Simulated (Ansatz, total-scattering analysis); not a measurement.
**amorphous 20GeSe-80Sb2Se3 (mol %): neutron diffraction with isotope substitution**

Two samples of amorphous 20GeSe-80Sb2Se3 (mol %) (Ge 4.5, Sb 36.4, Se 59.1 atom %; 300 K, fixed volume (mean pressure 1.6 GPa); ρ₀ = 0.0337 Å⁻³) differ only in the isotope of Se: 76Se (b = 12.2 fm) and 82Se (b = 6.34 fm). Other lengths: Ge 8.185, Sb 5.57 fm. The data are simulated by ab initio molecular dynamics with Ansatz (PBE, plane waves, PAW set soft_1, Langevin thermostat, no spin, fixed volume). The average runs over 2.97 ps of 66 atoms, so shells between rare elements are rough. Mean temperature 298 K, largest m.s.d. 0.27 Å², energy drift -3 meV an atom (last third less first, no steady trend), Langevin friction 10 ps⁻¹; the first quarter of the run is discarded. Preparation: atoms packed at random with minimum distances, then 2.3 ps at 1500 K, 2.4 ps at 930 K and 2.5 ps at 500 K with a cheaper basis and a friction of 10 ps⁻¹ (mean temperature of the first stage 1502 K), too short to forget the start in full. So short a stretch relaxes bonds and nearest shells but still remembers its start. It is rigid on the time of the run. Its Ge–Sb bonds (1.3 per Ge) come largely from the quick preparation; the real material is better ordered chemically. A cell quenched within picoseconds keeps more over- and under-coordinated atoms than a real glass or film, so this is a model of such a quench. The partials come from the cell's reciprocal vectors below 4 Å⁻¹ and from g(r) above; absorption, incoherent and inelastic scattering are left out. F(Q) = Σ ci cj bi bj (Sij − 1), in barn per steradian and atom:

| Q (Å⁻¹) | 76Se | 82Se | difference |
| --- | --- | --- | --- |
| 0.6 | -0.947 | -0.352 | -0.594 |
| 0.9 | -0.916 | -0.317 | -0.599 |
| 1.2 | -0.853 | -0.305 | -0.547 |
| 1.5 | -0.473 | -0.226 | -0.247 |
| 1.8 | -0.167 | -0.130 | -0.037 |
| 2.1 | 0.314 | 0.110 | 0.204 |
| 2.4 | 0.325 | 0.130 | 0.195 |
| 2.7 | -0.062 | 0.020 | -0.082 |
| 3.0 | -0.180 | -0.050 | -0.130 |
| 3.3 | 0.178 | 0.083 | 0.095 |
| 3.6 | 0.188 | 0.049 | 0.139 |
| 3.9 | -0.124 | -0.069 | -0.055 |
| 4.2 | -0.185 | -0.080 | -0.104 |
| 4.5 | -0.051 | -0.021 | -0.030 |
| 4.8 | 0.024 | 0.018 | 0.007 |
| 5.1 | 0.055 | 0.037 | 0.018 |
| 5.4 | 0.095 | 0.044 | 0.051 |
| 5.7 | 0.052 | 0.017 | 0.035 |
| 6.0 | -0.043 | -0.021 | -0.022 |
| 6.3 | -0.059 | -0.030 | -0.028 |
| 6.6 | -0.021 | -0.016 | -0.005 |
| 6.9 | -0.011 | -0.006 | -0.005 |
| 7.2 | -0.008 | 0.003 | -0.011 |
| 7.5 | 0.016 | 0.016 | 0.000 |
| 7.8 | 0.036 | 0.020 | 0.016 |
| 8.1 | 0.028 | 0.009 | 0.019 |
| 8.4 | -0.003 | -0.007 | 0.004 |
| 8.7 | -0.025 | -0.016 | -0.009 |
| 9.0 | -0.023 | -0.012 | -0.012 |
| 9.3 | -0.012 | -0.003 | -0.010 |
| 9.6 | 0.003 | 0.006 | -0.003 |
| 9.9 | 0.021 | 0.011 | 0.010 |
| 10.2 | 0.020 | 0.009 | 0.011 |
| 10.5 | -0.001 | 0.000 | -0.001 |
| 10.8 | -0.014 | -0.007 | -0.007 |

The first difference in real space, ΔG(r), in barn (from the pair functions, so without the broadening of a finite Q range):

first difference G(r), r (Å) and value: 1.78 -0.536, 1.86 -0.536, 1.94 -0.536, 2.02 -0.536, 2.10 -0.536, 2.18 -0.536, 2.26 -0.518, 2.34 -0.242, 2.42 0.077, 2.50 -0.086, 2.58 -0.001, 2.66 0.256, 2.74 0.144, 2.82 -0.090, 2.90 -0.174, 2.98 -0.214, 3.06 -0.171, 3.14 -0.151, 3.22 -0.055, 3.30 0.038, 3.38 0.074, 3.46 0.118, 3.54 0.125, 3.62 0.156, 3.70 0.229, 3.78 0.337, 3.86 0.372, 3.94 0.357, 4.02 0.312, 4.10 0.279, 4.18 0.199, 4.26 0.072, 4.34 -0.007, 4.42 0.014, 4.50 -0.063, 4.58 -0.078, 4.66 -0.122, 4.74 -0.138, 4.82 -0.138, 4.90 -0.142, 4.98 -0.156

**Question.** Which pairs survive in the difference, and what is the first shell of Se?

Pairs without Se cancel. ΔG(r) = Σ W [g(r) − 1] with W = 2 c(Se) c(j) b(j) Δb, and c(Se)² (b₁² − b₂²) for Se–Se: Se–Ge 0.0258, Se–Sb 0.1403, Se–Se 0.3794 barn. At small r, ΔG → −ΣW = -0.545; in this finite cell the Se–Se term carries (N − 1)/N with N = 39 atoms of Se, which gives -0.536.

The first feature holds Se–Se (2.41 Å, 0.3 neighbours by the coordinates), Ge–Se (2.43 Å, 0.2 neighbours by the coordinates) and Sb–Se (2.68 Å, 2.0 neighbours by the coordinates) together, so its area gives only their weighted sum.

Shells of Se from the coordinates: Se–Se at 2.41 Å, 0.3 neighbours to 2.70 Å; Ge–Se at 2.43 Å, 0.2 neighbours to 3.20 Å; Sb–Se at 2.68 Å, 2.0 neighbours to 3.18 Å, a soft count (first peaks with a usable minimum only).
